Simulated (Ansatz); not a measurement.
# SiGe (model cell, started as CsCl type): the cell at rest

Wanted: the relaxed cell of SiGe (model cell, started as CsCl type).

Program: Ansatz 0.2.0. Level of theory: DFT PBEsol, scalar-relativistic, plane waves, PAW. Results are calculated unless marked as measured.

The structure was built from a prototype and need not be the compound's stable phase.

## 1. The starting structure

The structure is cubic, space group Pm-3m (No. 221). The conventional cell has a = 2.882 Å, b = 2.882 Å, c = 2.882 Å, α = 90.00°, β = 90.00°, γ = 90.00°. Nearest to Si lie 8 Ge at 2.50 Å. Nearest to Ge lie 8 Si at 2.50 Å. Farther neighbours are not listed.

## 2. A coarse first look

A quick single point on a coarse mesh tells whether the cell has a gap and how far it is from rest, which sets the k mesh and smearing that follow.

input.yaml

```yaml
crystal:
  lattice:
    - [2.88213, 0.0, 0.0]
    - [0.0, 2.88213, 0.0]
    - [0.0, 0.0, 2.88213]
  atoms:
    - { symbol: Si, position: [0.0, 0.0, 0.0] }
    - { symbol: Ge, position: [0.5, 0.5, 0.5] }
kpoints:
  mp_grid: { grid: [6, 6, 6] }
hamiltonian:
  xc: pbesol
scf:
  occupations: { method: gaussian, width: 0.1 }
output:
  forces: true
  stress: true
  eigenvalues: true
```

Command:

```sh
ansatz run input.yaml --threads 4 --pin off --max-ram 7168MiB --backend cpu --events-out ev --progress --plain --runs-dir out
```

Numbers of over 12 decimals in the logs are rounded to 6 here.

The log of the run:

```text
Engine: ansatz 0.2.0, aarch64-unknown-linux-gnu
Pseudopotentials: kind: paw
Pseudopotential: Si, paw, valence charge 4, recommended cutoff 420 eV (normal), Si.paw.azcp
Pseudopotential: Ge, paw, valence charge 14, recommended cutoff 420 eV (normal), Ge.paw.azcp
Functional definition: PBEsol
  exchange = pbesol_x
  correlation = pbesol_c
Crystal: 2 atoms, lattice volume = 23.941 Å³
[...]
k-point 0: bands = [... 5 lower, -0.6602, 15.5998, 15.5998, 15.5998, 18.8659, 18.9599, 18.9599, 31.0555, ... 4 higher]
  k-point 1: bands = [... 5 lower, -0.1587, 11.7000, 16.0985, 16.0985, 19.3257, 19.3926, 23.6109, 27.2476, ... 4 higher]
  k-point 2: bands = [... 5 lower, 1.3468, 7.3661, 17.5700, 17.5700, 20.6079, 20.6391, 23.2703, 23.2703, ... 4 higher]
  k-point 19: bands = [... 5 lower, 12.1407, 12.4266, 12.4266, 12.4266, 13.1705, 13.1705, 13.1705, 13.3656, ... 4 higher]
[key lines of the parts left out:]
SCF converged after 6 iterations
Free energy (F): -4872.983417 eV
Fermi energy:    16.317133 eV
P = ⅓ Tr σ = 55.2323 GPa (552.323 kbar)
```

Wall time 0.34 s (4 threads of Arm Neoverse V2, shared host); peak memory 0.27 GiB.

This step gave:

| Property | Result |
| --- | --- |
| pressure | 55.23 GPa |
| volume per atom | 11.97 Å³ |
| gap on the k-mesh | 0 eV |

The coarse mesh shows no gap and a pressure of 55.2 GPa.

## 3. Rough relaxation

A rough relaxation comes first, because large forces or stress need no tight tolerances yet.

input.yaml, the sections that differ from step 2:

```yaml
kpoints:
  mp_grid: { grid: [8, 8, 8] }
relax:
  adjacent_minimum: "off"
  f_tol: 0.05
  max_steps: 80
  cell: { stress_tol: 0.5 }
# crystal, hamiltonian, scf, output: as in step 2
```

The log of the run:

```text
[...]
Crystal: 2 atoms, lattice volume = 23.941 Å³
Basis set: ecut = 420 eV, 461 PW (Γ), exchange–correlation on 40×40×40 points (8 copies of the dense FFT grid, shifted against one another)
Bands: 13, of which v1, the nominal top of the filled ones, is band 9 counted from 1 (8 counted from 0)
Symmetry: 48 space group operations
[...]
k-points: 35 of 512
[...]
--- Relaxed structure (4 steps of the walk, 4 accepted, 1 SCFs on fresh bases) ---
  F+E_penalty+E_count = -4874.11026561 eV   max|allowed force component| = 2.104e-30 eV/Å   (the final SCF, on the basis selected at the relaxed cell)
  cell:  # Å, volume = 32.3787 Å³
    - [3.187277, 0, 0]
    - [0, 3.187277, 0]
    - [0, 0, 3.187277]
  atoms:
    - { symbol: Si, position: [0, 0, 0] }
    - { symbol: Ge, position: [0.5, 0.5, 0.5] }
[key lines of the parts left out:]
SCF converged after 6 iterations
Free energy (F): -4874.110266 eV
Fermi energy:    11.225343 eV
P = ⅓ Tr σ = 0.3836 GPa (3.836 kbar)
```

The job ended after 1.6 s (4 threads; peak memory 0.3 GiB; 5.1 s of CPU time).

Relaxation path:

```tsv
step	energy less that of the first step (eV)	largest force component (eV/Å)	pressure (GPa)	volume (Å³)
1	0.0000	0.0000	53.85	23.94
2	-0.8073	0.0000	20.29	27.62
3	-1.0260	0.0000	6.03	30.43
4	-1.0573	0.0000	-0.48	32.38
5*	-1.0729	0.0000	0.38	32.38
```

Relaxation steps marked * repeat the geometry before them on a plane-wave basis chosen anew for their cell, so energy and pressure can jump there.

Forces are held to the 48 operations that the run works with; a distortion that breaks them can't arise in this run.

```tsv
conventional cell, symmetrised	before	after	change
a (Å)	2.882	3.187	+10.6 %
b (Å)	2.882	3.187	+10.6 %
c (Å)	2.882	3.187	+10.6 %
volume (Å³/atom)	11.97	16.19	+35.2 %
```

The relaxed structure:

```xyz
2
Lattice="3.1873 0.0000 0.0000 0.0000 3.1873 0.0000 0.0000 0.0000 3.1873" Properties=species:S:1:pos:R:3 pbc="T T T"
Si    0.0000    0.0000    0.0000
Ge    1.5936    1.5936    1.5936
```

Numbers from this step:

```
pressure        : 0.3836 GPa
volume per atom : 16.19 Å³
```

In this step the volume went from 11.97 to 16.19 Å³/atom.

## 4. Relaxation

The cell and atoms are relaxed, since residual forces and stress would shift the frequencies.

input.yaml, the sections that differ from step 3:

```yaml
crystal:
  lattice:
    - [3.1872774059, 0.0, 0.0]
    - [0.0, 3.1872774059, 0.0]
    - [0.0, 0.0, 3.1872774059]
  atoms:
    - { symbol: Si, position: [0.0, 0.0, 0.0] }
    - { symbol: Ge, position: [0.5, 0.5, 0.5] }
kpoints:
  mp_grid: { grid: [14, 14, 14] }
relax:
  adjacent_minimum: "off"
  f_tol: 0.005
  max_steps: 80
  cell: { stress_tol: 0.05 }
# hamiltonian, scf, output: as in step 3
```

The log of the run:

```text
[...]
Crystal: 2 atoms, lattice volume = 32.379 Å³
Basis set: ecut = 420 eV, 619 PW (Γ), exchange–correlation on 48×48×48 points (8 copies of the dense FFT grid, shifted against one another)
Bands: 13, of which v1, the nominal top of the filled ones, is band 9 counted from 1 (8 counted from 0)
[... 1 set-up line as in the run before ...]
[...]
k-points: 120 of 2744
[...]
SCF iter   1: F=—  HF=-4874.166211 eV  |F-HF|=—  |Δ(HF+E_count)|=         —  Δρ=1.66e-3  dr2=1.03e-3  ethr=1.77e-3  ⟨swp⟩=5.2  Hψ=19056  notcnv=0  defer=6
[...]
SCF iter   6: F=-4874.165570 eV  HF=-4874.165570 eV  |F-HF|=1.28e-10  |Δ(HF+E_count)|=   5.49e-7  Δρ=1.03e-6  dr2=1.89e-10  ethr=5.56e-10  ⟨swp⟩=7.2  Hψ=9602  notcnv=0
SCF 1 converged in 6 iterations: F = -4874.165570 eV  dr2 = 1.89e-10
[...]
relax step   1: F+E_penalty+E_count = -4874.16556989 eV  Δ(F+E_penalty+E_count) = +0.000e0 eV  max|allowed force component| = 7.560e-29 eV/Å  Δτ_max = 0.0000 Å  P = +1.446 GPa  Ω = 32.379 Å³  (6 SCF iters, dr2 threshold 1.00e-7 eV, accepted)
Crystal: 2 atoms, lattice volume = 33.023 Å³
Bands: 17, of which v1, the nominal top of the filled ones, is band 9 counted from 1 (8 counted from 0)
[...]
SCF iter   4: F=-4874.167953 eV  HF=-4874.167953 eV  |F-HF|=9.37e-11  |Δ(HF+E_count)|=   2.07e-7  Δρ=1.38e-5  dr2=3.52e-8  ethr=1.11e-9  ⟨swp⟩=2.9  Hψ=7181  notcnv=0
SCF 2 converged in 4 iterations: F = -4874.167953 eV  dr2 = 3.52e-8
relax step   2: F+E_penalty+E_count = -4874.16795273 eV  Δ(F+E_penalty+E_count) = -2.383e-3 eV  max|allowed force component| = 1.210e-29 eV/Å  Δτ_max = 0.0000 Å  P = -0.178 GPa  Ω = 33.023 Å³  energy of the carried Pulay correction = -1.235e-4 eV  (4 SCF iters, dr2 threshold 2.00e-7 eV, accepted)
Crystal: 2 atoms, lattice volume = 32.951 Å³
[...]
SCF iter   3: F=-4874.168007 eV  HF=-4874.168007 eV  |F-HF|=6.76e-9  |Δ(HF+E_count)|=   3.02e-8  Δρ=9.01e-6  dr2=1.89e-8  ethr=4.40e-10  ⟨swp⟩=4.4  Hψ=5778  notcnv=0
SCF 3 converged in 3 iterations: F = -4874.168007 eV  dr2 = 1.89e-8
relax step   3: F+E_penalty+E_count = -4874.16800698 eV  Δ(F+E_penalty+E_count) = -5.425e-5 eV  max|allowed force component| = 1.019e-29 eV/Å  Δτ_max = 0.0000 Å  P = -0.003 GPa  Ω = 32.951 Å³  energy of the carried Pulay correction = -1.098e-4 eV  (3 SCF iters, dr2 threshold 7.93e-8 eV, accepted)
[...]
SCF iter   5: F=-4874.168119 eV  HF=-4874.168119 eV  |F-HF|=0.00e0  |Δ(HF+E_count)|=  9.09e-12  Δρ=2.11e-7  dr2=5.76e-12  ethr=1.00e-12  ⟨swp⟩=5.0  Hψ=6592  notcnv=0
SCF 4 converged in 5 iterations: F = -4874.168119 eV  dr2 = 5.76e-12
relax step   4: F+E_penalty+E_count = -4874.16811865 eV  Δ(F+E_penalty+E_count) = -1.117e-4 eV  max|allowed force component| = 1.880e-29 eV/Å  Δτ_max = 0.0000 Å  P = -0.001 GPa  Ω = 32.951 Å³  stress off target by 1.10e-3 GPa  SCF on the basis re-selected at this cell (its energy is not comparable with the rows above)  (5 SCF iters)
[...]
SCF converged after 5 iterations
Free energy (F): -4874.168119 eV
[...]
Internal energy: -4874.162532 eV  (E = F + TS)
E sigma→0 (E₀):  -4874.165326 eV
Entropy (-TS):   -0.005586 eV (-2.793 meV/atom)
Fermi energy:    10.921838 eV
[...]
--- Stress (GPa, compression-positive) ---
       -0.001104      -0.000000      -0.000000
       -0.000000      -0.001104       0.000000
       -0.000000       0.000000      -0.001104
  P = ⅓ Tr σ = -0.0011 GPa (-0.011 kbar)
--- Band table (eV; the first three rows and the last of 120) ---
  k-point 0: bands = [... 5 lower, -2.8057, 10.1928, 10.4603, 10.4603, 10.4603, 14.3566, 14.3566, 21.2804, ... 4 higher]
  k-point 1: bands = [... 5 lower, -2.7324, 8.9996, 10.5323, 10.5323, 11.1407, 14.4247, 15.0586, 20.8200, ... 4 higher]
  k-point 2: bands = [... 5 lower, -2.5127, 7.4665, 10.7478, 10.7478, 11.5939, 14.6284, 16.7021, 19.7695, ... 4 higher]
  k-point 119: bands = [... 5 lower, 5.6955, 6.8815, 8.4584, 8.4584, 8.4584, 8.7945, 8.7945, 8.7945, ... 4 higher]
--- Relaxed structure (3 steps of the walk, 3 accepted, 1 SCFs on fresh bases) ---
[...]
cell:  # Å, volume = 32.9509 Å³
    - [3.205941, 0.0, 0]
    - [0.0, 3.205941, 0]
    - [0, 0, 3.205941]
  atoms:
    - { symbol: Si, position: [0, 0, 0] }
    - { symbol: Ge, position: [0.500000, 0.500000, 0.500000] }
```

Run time: 3.5 s. Hardware: 4 threads; peak memory 0.38 GiB.

Relaxation path:

```tsv
step	energy less that of the first step (eV)	largest force component (eV/Å)	pressure (GPa)	volume (Å³)
1	0.0000	0.0000	1.45	32.38
2	-0.0024	0.0000	-0.18	33.02
3	-0.0024	0.0000	0.00	32.95
4*	-0.0025	0.0000	0.00	32.95
```

Relaxation steps marked * repeat the geometry before them on a plane-wave basis chosen anew for their cell, so energy and pressure can jump there.

Forces are held to the 48 operations that the run works with; a distortion that breaks them can't arise in this run.

```tsv
conventional cell, symmetrised	before	after	change
a (Å)	3.187	3.206	+0.6 %
b (Å)	3.187	3.206	+0.6 %
c (Å)	3.187	3.206	+0.6 %
volume (Å³/atom)	16.19	16.48	+1.8 %
```

Final coordinates:

```
Si Ge
1.0
     3.20594    0.00000    0.00000
     0.00000    3.20594    0.00000
     0.00000    0.00000    3.20594
Si Ge
1 1
Cartesian
  0.0000 0.0000 0.0000
  1.6030 1.6030 1.6030
```

Numbers from this step:

```
pressure        : -0.001104 GPa
volume per atom : 16.48 Å³
```

In this step the volume went from 16.19 to 16.48 Å³/atom.

## 5. Relaxing to small forces for the phonons

Phonons need a cell at rest on their own settings, so the relaxation is repeated with tight tolerances on forces and stress, using the mesh and the filling of the phonon run that follows.

input.yaml

```yaml
crystal:
  lattice:
    - [3.2059413436, 0.0, 0.0]
    - [0.0, 3.2059413436, 0.0]
    - [0.0, 0.0, 3.2059413436]
  atoms:
    - { symbol: Si, position: [0.0, 0.0, 0.0] }
    - { symbol: Ge, position: [0.5, 0.5, 0.5] }
kpoints:
  mp_grid: { grid: [16, 16, 16] }
hamiltonian:
  xc: pbesol
scf:
  occupations: { method: methfessel_paxton, width: 0.2 }
output:
  forces: true
  stress: true
  eigenvalues: true
relax:
  adjacent_minimum: "off"
  f_tol: 0.001
  max_steps: 60
  cell: { stress_tol: 0.01 }
```

The log of the run:

```text
[...]
Crystal: 2 atoms, lattice volume = 32.951 Å³
Basis set: ecut = 420 eV, 619 PW (Γ), exchange–correlation on 48×48×48 points (8 copies of the dense FFT grid, shifted against one another)
Bands: 13, of which v1, the nominal top of the filled ones, is band 9 counted from 1 (8 counted from 0)
[... 1 set-up line as in the run before ...]
[...]
k-points: 165 of 4096
[...]
k-point 164: bands = [... 5 lower, 5.7978, 6.9889, 8.5236, 8.5236, 8.5236, 8.8670, 8.8670, 8.8670, ... 4 higher]
--- Relaxed structure (3 steps of the walk, 3 accepted, 1 SCFs on fresh bases) ---
[...]
cell:  # Å, volume = 32.7488 Å³
    - [3.199373, 0, 0]
    - [0, 3.199373, 0.0]
    - [0, 0.0, 3.199373]
  atoms:
    - { symbol: Si, position: [0, 0, 0] }
    - { symbol: Ge, position: [0.500000, 0.500000, 0.500000] }
[key lines of the parts left out:]
SCF converged after 5 iterations
Free energy (F): -4874.168158 eV
Fermi energy:    11.063539 eV
P = ⅓ Tr σ = -0.0021 GPa (-0.021 kbar)
```

Wall time 4.8 s (4 threads); peak memory 0.39 GiB; 18 s of CPU time.

Relaxation path:

```tsv
step	energy less that of the first step (eV)	largest force component (eV/Å)	pressure (GPa)	volume (Å³)
1	0.0000	0.0000	-0.52	32.95
2	-0.0004	0.0000	0.12	32.70
3	-0.0004	0.0000	0.00	32.75
4*	-0.0003	0.0000	0.00	32.75
```

Relaxation steps marked * repeat the geometry before them on a plane-wave basis chosen anew for their cell, so energy and pressure can jump there.

The run keeps the 48 symmetry operations that it works with, so distortions that break them were not tested.

```tsv
conventional cell, symmetrised	before	after	change
a (Å)	3.206	3.199	-0.2 %
b (Å)	3.206	3.199	-0.2 %
c (Å)	3.206	3.199	-0.2 %
volume (Å³/atom)	16.48	16.37	-0.6 %
```

Final coordinates:

```cif
data_structure
_symmetry_space_group_name_H-M 'P 1'
_symmetry_Int_Tables_number 1
_cell_length_a 3.1994
_cell_length_b 3.1994
_cell_length_c 3.1994
_cell_angle_alpha 90.000
_cell_angle_beta 90.000
_cell_angle_gamma 90.000
_cell_volume 32.75
loop_
_atom_site_label
_atom_site_type_symbol
_atom_site_fract_x
_atom_site_fract_y
_atom_site_fract_z
_atom_site_occupancy
Si1 Si 0.00000 0.00000 0.00000 1
Ge2 Ge 0.50000 0.50000 0.50000 1
```

This step gave:

```
pressure        : -0.002091 GPa
volume per atom : 16.37 Å³
```

The forces vanish by symmetry and the pressure is -0.002 GPa, within the tolerances set. The cell now holds 16.37 Å³/atom.

## 6. What came out

| Item | Value |
| --- | --- |
| space group after relaxation (within 0.01 Å) | Pm-3m |
| lattice constant a | 3.199 Å |
| lattice constant b | 3.199 Å |
| lattice constant c | 3.199 Å |
| volume per atom | 16.4 Å³ |

In words: The forces vanish by symmetry and the pressure is -0.002 GPa, within the tolerances set. The cell now holds 16.37 Å³/atom. The relaxation keeps the symmetry of its start, so it says nothing on stability against lower symmetry. The starting cell was built on a prototype and not taken from a measurement, so the phase need not exist.

[Logs are printed without paths, hosts, clocks, repeated set-up lines and the standing remarks that a program may print on its own settings, such as how far it seeks lower states.]

[Hosts, paths, dates, database ids (printed as entryN), source tags and the programs' standing remarks are cut or masked in the printed files.]
